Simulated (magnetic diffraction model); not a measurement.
**CsYbCoTe3: what an assumed order does to the neutron pattern**

Space group Cmcm (no. 63), a = 4.4810 Å, b = 16.5960 Å, c = 11.8480 Å.

```
site  atom    x       y       z
  4a    Yb    0       0     1/2
  4c    Cs  1/2  0.2441     1/4
  8f    Te    0  0.3720  0.4509
  4c    Te  1/2  0.4334     3/4
  4c    Co  1/2  0.0400     3/4
```

This is a made-up structure (elements placed in a structure type, unrelaxed), so the numbers test the method and describe no known phase.

Only Yb and Co are taken to order (form factors of Yb3+ and Co2+); orders and moment sizes are assumed, and not adapted to the symmetry. Radiation: neutrons of λ = 2.567 Å, 1.5° to 60°; isotropic B of 0.17 Å² (Yb), 0.25 Å² (Cs), 0.22 Å² (Te) and 0.25 Å² (Co). Simulated constant-wavelength pattern: nuclear and magnetic terms add, the magnetic one as |2.695 fm × Σ f S⊥ exp(2πi Q·r) exp(−B s²)|², summed over all Q at one angle with the factor 1/(sin²θ cos θ). For a modulated order the moment at position r is S exp(−2πi k·r) + c.c., with S = m/2 for a sine wave of amplitude m and S = m(u + iv)/2 for moments turning in a plane, u and v being orthogonal unit vectors in it; the phase factor of the sum at Q = H + k is then exp(2πi H·r). Free-ion form factors, Sears's scattering lengths of 1992, no absorption; a label names one of the reflections at its angle. The strongest nuclear line in the range is 100, and lines under 0.2 are left out.

Assume the order k = (0 0 1/4), moments turning in the plane of [100] and [010], 3.2 μB on Yb and 1.67 μB on Co; signs + at (0, 0, 1/2), + at (0, 0, 0), − at (1/2, 0.0400, 3/4), − at (0, 0.4600, 1/4).

Predict the pattern, nuclear and magnetic parts apart.

| 2θ (°) | index | nuclear | magnetic |
| --- | --- | --- | --- |
| 3.10 | (0 0 1/4) | 0.0 | 135.8 |
| 17.80 | (0 2 0) | 79.1 | 0.0 |
| 18.07 | (0 2 1/4) | 0.0 | 5.5 |
| 20.12 | (0 2 3/4) | 0.0 | 1.0 |
| 21.86 | (0 0 7/4) | 0.0 | 26.9 |
| 23.73 | (0 2 5/4) | 0.0 | 0.8 |
| 25.03 | (0 0 2) | 17.0 | 0.0 |
| 28.21 | (0 0 9/4) | 0.0 | 15.8 |
| 28.32 | (0 2 7/4) | 0.0 | 23.1 |
| 30.88 | (0 2 2) | 44.4 | 0.0 |
| 33.56 | (0 2 9/4) | 0.0 | 17.4 |
| 34.52 | (1 1 0) | 13.8 | 0.0 |
| 34.67 | (1 1 1/4) | 0.0 | 20.3 |
| 36.04 | (0 4 0) | 6.2 | 0.0 |
| 36.18 | (0 4 1/4) | 0.0 | 2.4 |
| 37.31 | (0 4 3/4) | 0.0 | 0.7 |
| 38.27 | (0 4 1) | 2.2 | 0.0 |
| 39.23 | (0 2 11/4) | 0.0 | 0.3 |
| 39.47 | (0 4 5/4) | 0.0 | 0.7 |
| 41.23 | (1 1 7/4) | 0.0 | 2.5 |
| 42.19 | (0 2 3) | 31.3 | 0.0 |
| 42.55 | (0 4 7/4) | 0.0 | 6.1 |
| 43.11 | (1 1 2) | 3.8 | 0.0 |
| 43.26 | (1 3 0) | 86.2 | 0.0 |
| 43.38 | (1 3 1/4) | 0.0 | 10.7 |
| 44.35 | (1 3 3/4) | 0.0 | 0.6 |
| 44.38 | (0 4 2) | 1.7 | 0.0 |
| 45.16 | (1 1 9/4) | 0.0 | 2.4 |
| 45.19 | (1 3 1) | 75.9 | 0.0 |
| 45.23 | (0 2 13/4) | 0.0 | 0.2 |
| 46.24 | (1 3 5/4) | 0.0 | 0.6 |
| 46.39 | (0 4 9/4) | 0.0 | 5.6 |
| 47.94 | (0 0 15/4) | 0.0 | 0.7 |
| 48.98 | (1 3 7/4) | 0.0 | 2.5 |
| 50.63 | (1 3 2) | 100.0 | 0.0 |
| 50.87 | (0 4 11/4) | 0.0 | 0.5 |
| 51.36 | (0 0 4) | 61.3 | 0.0 |
| 51.53 | (0 2 15/4) | 0.0 | 1.5 |
| 52.21 | (1 1 3) | 22.0 | 0.0 |
| 52.45 | (1 3 9/4) | 0.0 | 2.4 |
| 53.32 | (0 4 3) | 0.6 | 0.0 |
| 54.79 | (0 2 4) | 20.6 | 0.0 |
| 54.83 | (0 0 17/4) | 0.0 | 0.6 |
| 55.30 | (0 6 0) | 0.9 | 0.0 |
| 55.40 | (0 6 1/4) | 0.0 | 1.7 |
| 55.90 | (0 4 13/4) | 0.0 | 0.4 |
| 56.21 | (0 6 3/4) | 0.0 | 0.3 |
| 56.58 | (1 3 11/4) | 0.0 | 0.4 |
(The table stops after 48 lines; 8 more lie at higher angle.)

The strongest magnetic line in the range is (0 0 1/4) at 3.10° (135.8). On top of the Lorentz factor, which all lines share, magnetic lines fade with angle because f falls: for Yb3+ it is 0.97, 0.88, 0.76 and 0.51 at sin θ/λ = 0.1, 0.2, 0.3 and 0.5 Å⁻¹, while nuclear lengths stay constant. The order has no net moment.

[Logs are printed without paths, hosts, clocks, repeated set-up lines and the standing remarks that a program may print on its own settings, such as how far it seeks lower states.]
